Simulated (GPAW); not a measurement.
# Screening of a field by VSi2As4 monolayer, part 2 of 2

Wanted: the out-of-plane polarisability of VSi2As4 monolayer.

GPAW 26.7.0; GPAW, PAW setups; layer in a repeated cell with vacuum, relaxation of atoms and in-plane cell (the session's first sound run).

So far, dipole along the normal (e·Å): step 2 (relaxation) -1.5e-4; step 3 (the slab's potential) 3.8e-4; step 4 (field on) -0.152.

## Step 5: In a field

Level of this step: GPAW, PAW setups; slab in vacuum (GPAW).

Contents of run.py:

```python
import json
import numpy as np
from ase import Atoms
from gpaw import GPAW, PW
from gpaw.external import ConstantElectricField

slab = Atoms(
    ['As', 'Si', 'As', 'V', 'As', 'Si', 'As'],
    positions=[
        [0.00000, 0.00000, 9.00000],
        [-0.00000, 2.10247, 10.11776],
        [-0.00000, 2.10247, 12.49730],
        [0.00000, -0.00000, 13.93486],
        [-0.00000, 2.10247, 15.37243],
        [-0.00000, 2.10247, 17.75196],
        [0.00000, -0.00000, 18.86973]],
    cell=[[3.64159, -0.0, 0.0], [-1.82079, 3.15371, 0.0], [0.0, 0.0, 27.8697]],
    pbc=[True, True, False],
    magmoms=[0.0, 0.0, 0.0, 1.0, 0.0, 0.0, 0.0])

slab.calc = GPAW(mode=PW(400), xc='PBE', kpts={'size': (9, 9, 1), 'gamma': True},
                 occupations={'name': 'fermi-dirac', 'width': 0.05}, nbands='200%',
                 convergence={'density': 1e-05}, maxiter=200,
                 poissonsolver={'dipolelayer': 'xy'},
                 external=ConstantElectricField(-0.1, [0, 0, 1]),
                 symmetry={'tolerance': 1e-3}, txt='slab.txt')
result = {}
energy = slab.get_potential_energy()
fermi = slab.calc.get_fermi_level()
v = slab.calc.get_electrostatic_potential().mean((0, 1)) - fermi
n = slab.calc.get_pseudo_density().mean((0, 1))
L = slab.cell[2, 2]
z = np.arange(len(v)) * L / len(v)
low, high = slab.positions[:, 2].min(), slab.positions[:, 2].max()
below, above = np.interp([low - 6.8, high + 6.8], z, v)
slopes = [np.interp(x, z, np.gradient(v, z)) for x in (low - 6.8, high + 6.8)]
eps = np.array([[slab.calc.get_eigenvalues(k, s) for k in range(len(slab.calc.get_ibz_k_points()))]
                for s in range(slab.calc.get_number_of_spins())]) - fermi
top, bottom = eps[eps < 0].max(), eps[eps > 0].min()
dipole = slab.get_dipole_moment()[2]
print(f'energy {energy:.4f} eV, Fermi level {fermi:.4f} eV, dipole {dipole:.5f} e A')
print(f'potential 6.8 A off the faces, from the Fermi level: lower {below:.4f} eV, upper {above:.4f} eV')
print(f'slope of the potential there: lower {slopes[0]:.5f}, upper {slopes[1]:.5f} eV/A')
print(f'nearest levels on the mesh: {top:.4f} and {bottom:.4f} eV')
print('magnetic moment', round(slab.get_magnetic_moment(), 3))
result.update(energy=energy, fermi=fermi, dipole=dipole, below=below, above=above, slopes=slopes, edges=[top, bottom],
              z=z.tolist(), v=v.tolist(), n=n.tolist(), positions=slab.positions.tolist(),
              forces=slab.get_forces(apply_constraint=False).tolist(), moments=slab.get_magnetic_moments().tolist())
json.dump(result, open('result.json', 'w'))
```

Run with:

```sh
OMP_NUM_THREADS=1 OPENBLAS_NUM_THREADS=1 python run.py
```

The log of the run:

```text
energy -38.7709 eV, Fermi level -0.0450 eV, dipole -0.07602 e A
potential 6.8 A off the faces, from the Fermi level: lower 4.3658 eV, upper 5.5639 eV
slope of the potential there: lower -0.00019, upper -0.00012 eV/A
nearest levels on the mesh: -0.0808 and 0.0711 eV
magnetic moment 0.975
```

Run time: 6.5 min. Hardware: 1 thread of Intel Xeon 6975P-C (Granite Rapids), shared host; peak memory 0.67 GiB.

Numbers from this step:

```
dipole along the normal                                         : -0.07602 e·Å
levels nearest the Fermi level on the mesh                      : -0.08078, 0.07109 eV from the Fermi level
site moments                                                    : -7.37e-4, 0.008841, -0.05028, 0.9175, -0.05027, 0.008583, -8.22e-4 μB
sum of the site moments                                         : 0.8329 μB
potential below the slab, the applied field's own ramp left out : 4.366 eV from the Fermi level
potential above the slab, the applied field's own ramp left out : 5.564 eV from the Fermi level
```

The electrostatic potential energy of an electron (without an applied field's), less the Fermi level, planar mean oscillates, so the rows of the table below give means over windows of 1.75 Å about each position, cut where the curve ends. Its maxima inside the range that stand out by 2 % of the span (Å: eV): 9.6: -9.81, 11.4: 1.80, 13.2: -4.78, 14.7: -4.64, 16.5: 2.30, 18.3: -8.98, 26.5: 5.56. Its minima: 9.1: -14.8, 10.0: -11.6, 12.5: -12.9, 13.9: -10.9, 15.4: -12.6, 17.9: -10.9, 18.8: -13.9.

Table of electrostatic potential energy of an electron (without an applied field's), less the Fermi level, planar mean by z; means over each step:

```
z (Å)  electrostatic potential energy of an electron (without an applied field's), less the Fermi level, planar mean (eV)
 0.88                                                                                                                4.43
 2.62                                                                                                                4.37
 4.38                                                                                                                4.37
 6.12                                                                                                                4.34
 7.88                                                                                                               0.574
 9.62                                                                                                               -11.4
11.38                                                                                                               -1.56
13.12                                                                                                               -8.79
14.88                                                                                                               -8.43
16.62                                                                                                              -0.984
18.38                                                                                                               -10.7
20.12                                                                                                                2.71
21.88                                                                                                                5.54
23.62                                                                                                                5.56
25.38                                                                                                                5.56
27.12                                                                                                                5.52
```

The dipole is now -0.0760 e Å, against 3.8e-4 in the run without a field.

## Step 6: Field on

run.py, as its differences from that of step 5:

```diff
@@ -24,3 +24,3 @@
                  poissonsolver={'dipolelayer': 'xy'},
-                 external=ConstantElectricField(-0.1, [0, 0, 1]),
+                 external=ConstantElectricField(-0.05, [0, 0, 1]),
                  symmetry={'tolerance': 1e-3}, txt='slab.txt')
```

The log of the run:

```text
energy -38.7681 eV, Fermi level -0.0448 eV, dipole -0.03804 e A
potential 6.8 A off the faces, from the Fermi level: lower 4.6645 eV, upper 5.2640 eV
slope of the potential there: lower -0.00011, upper -0.00005 eV/A
nearest levels on the mesh: -0.0808 and 0.0712 eV
magnetic moment 0.975
```

Elapsed: 6 min, on 1 thread; peak memory 0.66 GiB.

The electrostatic potential energy of an electron (without an applied field's), less the Fermi level, planar mean oscillates, so the rows of the table below give means over windows of 1.75 Å about each position, cut where the curve ends. Its maxima inside the range that stand out by 2 % of the span (Å: eV): 9.6: -9.60, 11.4: 1.93, 13.2: -4.74, 14.7: -4.67, 16.5: 2.18, 18.3: -9.19. Its minima: 9.1: -14.6, 10.0: -11.4, 12.5: -12.8, 13.9: -10.9, 15.4: -12.7, 17.9: -11.1, 18.8: -14.1.

Table of electrostatic potential energy of an electron (without an applied field's), less the Fermi level, planar mean by z; means over each step:

```
z (Å)  electrostatic potential energy of an electron (without an applied field's), less the Fermi level, planar mean (eV)
 0.88                                                                                                                4.70
 2.62                                                                                                                4.66
 4.38                                                                                                                4.66
 6.12                                                                                                                4.63
 7.88                                                                                                               0.852
 9.62                                                                                                               -11.2
11.38                                                                                                               -1.44
13.12                                                                                                               -8.75
14.88                                                                                                               -8.48
16.62                                                                                                               -1.11
18.38                                                                                                               -10.9
20.12                                                                                                                2.43
21.88                                                                                                                5.24
23.62                                                                                                                5.26
25.38                                                                                                                5.26
27.12                                                                                                                5.24
```

## Step 7: In a field

run.py, as its differences from that of step 6:

```diff
@@ -24,3 +24,3 @@
                  poissonsolver={'dipolelayer': 'xy'},
-                 external=ConstantElectricField(-0.05, [0, 0, 1]),
+                 external=ConstantElectricField(0.05, [0, 0, 1]),
                  symmetry={'tolerance': 1e-3}, txt='slab.txt')
```

The log of the run:

```text
energy -38.7681 eV, Fermi level -0.0448 eV, dipole 0.03804 e A
potential 6.8 A off the faces, from the Fermi level: lower 5.2640 eV, upper 4.6645 eV
slope of the potential there: lower 0.00005, upper 0.00011 eV/A
nearest levels on the mesh: -0.0808 and 0.0712 eV
magnetic moment 0.975
```

Run time: 6 min. Hardware: 1 thread; peak memory 0.67 GiB.

## Step 8: Field on

run.py, as its differences from that of step 7:

```diff
@@ -24,3 +24,3 @@
                  poissonsolver={'dipolelayer': 'xy'},
-                 external=ConstantElectricField(0.05, [0, 0, 1]),
+                 external=ConstantElectricField(0.1, [0, 0, 1]),
                  symmetry={'tolerance': 1e-3}, txt='slab.txt')
```

The log of the run:

```text
energy -38.7709 eV, Fermi level -0.0450 eV, dipole 0.07602 e A
potential 6.8 A off the faces, from the Fermi level: lower 5.5639 eV, upper 4.3658 eV
slope of the potential there: lower 0.00012, upper 0.00019 eV/A
nearest levels on the mesh: -0.0808 and 0.0711 eV
magnetic moment 0.975
```

The job ended after 6.5 min (1 thread; peak memory 0.66 GiB).

The electrostatic potential energy of an electron (without an applied field's), less the Fermi level, planar mean oscillates, so the rows of the table below give means over windows of 1.75 Å about each position, cut where the curve ends. Its maxima inside the range that stand out by 2 % of the span (Å: eV): 1.3: 5.56, 9.6: -8.98, 11.4: 2.30, 13.2: -4.64, 14.7: -4.78, 16.5: 1.80, 18.3: -9.81. Its minima: 9.1: -13.9, 10.0: -10.9, 12.5: -12.6, 13.9: -10.9, 15.4: -12.9, 17.9: -11.6, 18.8: -14.8.

The electrostatic potential energy of an electron (without an applied field's), less the Fermi level, planar mean by z; means over each step:

```
z (Å)  electrostatic potential energy of an electron (without an applied field's), less the Fermi level, planar mean (eV)
 0.88                                                                                                                5.50
 2.62                                                                                                                5.56
 4.38                                                                                                                5.56
 6.12                                                                                                                5.53
 7.88                                                                                                                1.69
 9.62                                                                                                               -10.6
11.38                                                                                                               -1.07
13.12                                                                                                               -8.63
14.88                                                                                                               -8.61
16.62                                                                                                               -1.50
18.38                                                                                                               -11.5
20.12                                                                                                                1.59
21.88                                                                                                                4.35
23.62                                                                                                                4.37
25.38                                                                                                                4.37
27.12                                                                                                                4.40
```

The dipole is now 0.0760 e Å, against 3.8e-4 in the run without a field.

## Step 9: Field on

run.py, as its differences from that of step 8:

```diff
@@ -24,3 +24,3 @@
                  poissonsolver={'dipolelayer': 'xy'},
-                 external=ConstantElectricField(0.1, [0, 0, 1]),
+                 external=ConstantElectricField(0.2, [0, 0, 1]),
                  symmetry={'tolerance': 1e-3}, txt='slab.txt')
```

The log of the run:

```text
energy -38.7823 eV, Fermi level -0.0461 eV, dipole 0.15201 e A
potential 6.8 A off the faces, from the Fermi level: lower 6.1650 eV, upper 3.7691 eV
slope of the potential there: lower 0.00028, upper 0.00035 eV/A
nearest levels on the mesh: -0.0809 and 0.0708 eV
magnetic moment 0.975
```

Run time: 6.2 min. Hardware: 1 thread; peak memory 0.66 GiB.

The dipole is now 0.152 e Å, against 3.8e-4 in the run without a field.

## Step 10: Field on

run.py, as its differences from that of step 9:

```diff
@@ -24,3 +24,3 @@
                  poissonsolver={'dipolelayer': 'xy'},
-                 external=ConstantElectricField(0.2, [0, 0, 1]),
+                 external=ConstantElectricField(0.3, [0, 0, 1]),
                  symmetry={'tolerance': 1e-3}, txt='slab.txt')
```

The log of the run:

```text
energy -38.8013 eV, Fermi level -0.0481 eV, dipole 0.22807 e A
potential 6.8 A off the faces, from the Fermi level: lower 6.7685 eV, upper 3.1738 eV
slope of the potential there: lower 0.00044, upper 0.00051 eV/A
nearest levels on the mesh: -0.0812 and 0.0704 eV
magnetic moment 0.975
```

It took 5.5 min on 1 thread; peak memory 0.67 GiB.

The dipole is now 0.228 e Å, against 3.8e-4 in the run without a field.

## Step 11: The series

The members are put on one axis.

This step: induced dipole against applied field (GPAW 26.7.0).

The dipole along the normal by field:

```
field (V/Å)  dipole along the normal (e·Å)
     -0.200                         -0.152
     -0.100                        -0.0760
     -0.050                        -0.0380
      0.000                         3.8e-4
      0.050                         0.0380
      0.100                         0.0760
      0.200                          0.152
      0.300                          0.228
```

## Step 12: A changed run

One more run, with changed settings.

This step: GPAW, PAW setups; slab in vacuum (GPAW 26.7.0).

run.py, as its differences from that of step 10:

```diff
@@ -4,3 +4,2 @@
 from gpaw import GPAW, PW
-from gpaw.external import ConstantElectricField
 
@@ -20,7 +19,6 @@
 
-slab.calc = GPAW(mode=PW(400), xc='PBE', kpts={'size': (9, 9, 1), 'gamma': True},
+slab.calc = GPAW(mode=PW(60), xc='PBE', kpts={'size': (9, 9, 1), 'gamma': True},
                  occupations={'name': 'fermi-dirac', 'width': 0.05}, nbands='200%',
-                 convergence={'density': 1e-05}, maxiter=200,
+                 convergence={'density': 1e-05}, maxiter=100,
                  poissonsolver={'dipolelayer': 'xy'},
-                 external=ConstantElectricField(0.3, [0, 0, 1]),
                  symmetry={'tolerance': 1e-3}, txt='slab.txt')
```

The log of the run:

```text
energy 110.5429 eV, Fermi level 0.8496 eV, dipole 0.00040 e A
potential 6.8 A off the faces, from the Fermi level: lower 5.4017 eV, upper 5.3929 eV
slope of the potential there: lower -0.07616, upper 0.07616 eV/A
nearest levels on the mesh: -0.0515 and 0.0018 eV
magnetic moment -0.0
```

Run time: 13 s. Hardware: 1 thread; peak memory 0.14 GiB.

The run finished. A setting was moved off its sound value on purpose, so it serves as a test and not as the result.

The fault put into the input: a cutoff far too low (ecut = 60).

The two runs compared:

```
                    quantity   this run  sound run  difference
sum of the site moments (μB)  -2.488e-6    0.83288      -0.833
```

One result that differs is the sum of the site moments, -2.5e-6 μB against 0.833 μB.

## Step 13: Results

```
work function, upper and lower face            : 4.960 and 4.968 eV
dipole along the normal                        : 3.8e-4 e Å, near the numerical noise
induced dipole per field                       : 0.760 e Å per V/Å
out-of-plane polarisability per area, α/(ε0 A) : 12.0 Å
```

**Reading.** The field induces 0.760 e Å per V/Å, a polarisable thickness α/(ε0 A) of 12.0 Å beside 9.87 Å between the outermost nuclei. A perfect conductor would give the distance between its two image planes; a dielectric of thickness t gives t(1 - 1/ε). The induced dipole is linear in the field over this range. The small printed dipole stands for a step of -6.0 meV from the lower to the upper face, and the probes find -8.4 meV; values this small are near the numerical noise of both. One magnetic start was tried; another order may lie lower. The layer's cell and atoms come from the relaxation; spin-orbit coupling and temperature are left out.

[Logs are printed without paths, hosts, clocks, repeated set-up lines and the standing remarks that a program may print on its own settings, such as how far it seeks lower states.]

[Hosts, paths, dates, database ids (printed as entryN), source tags and the programs' standing remarks are cut or masked in the printed files.]
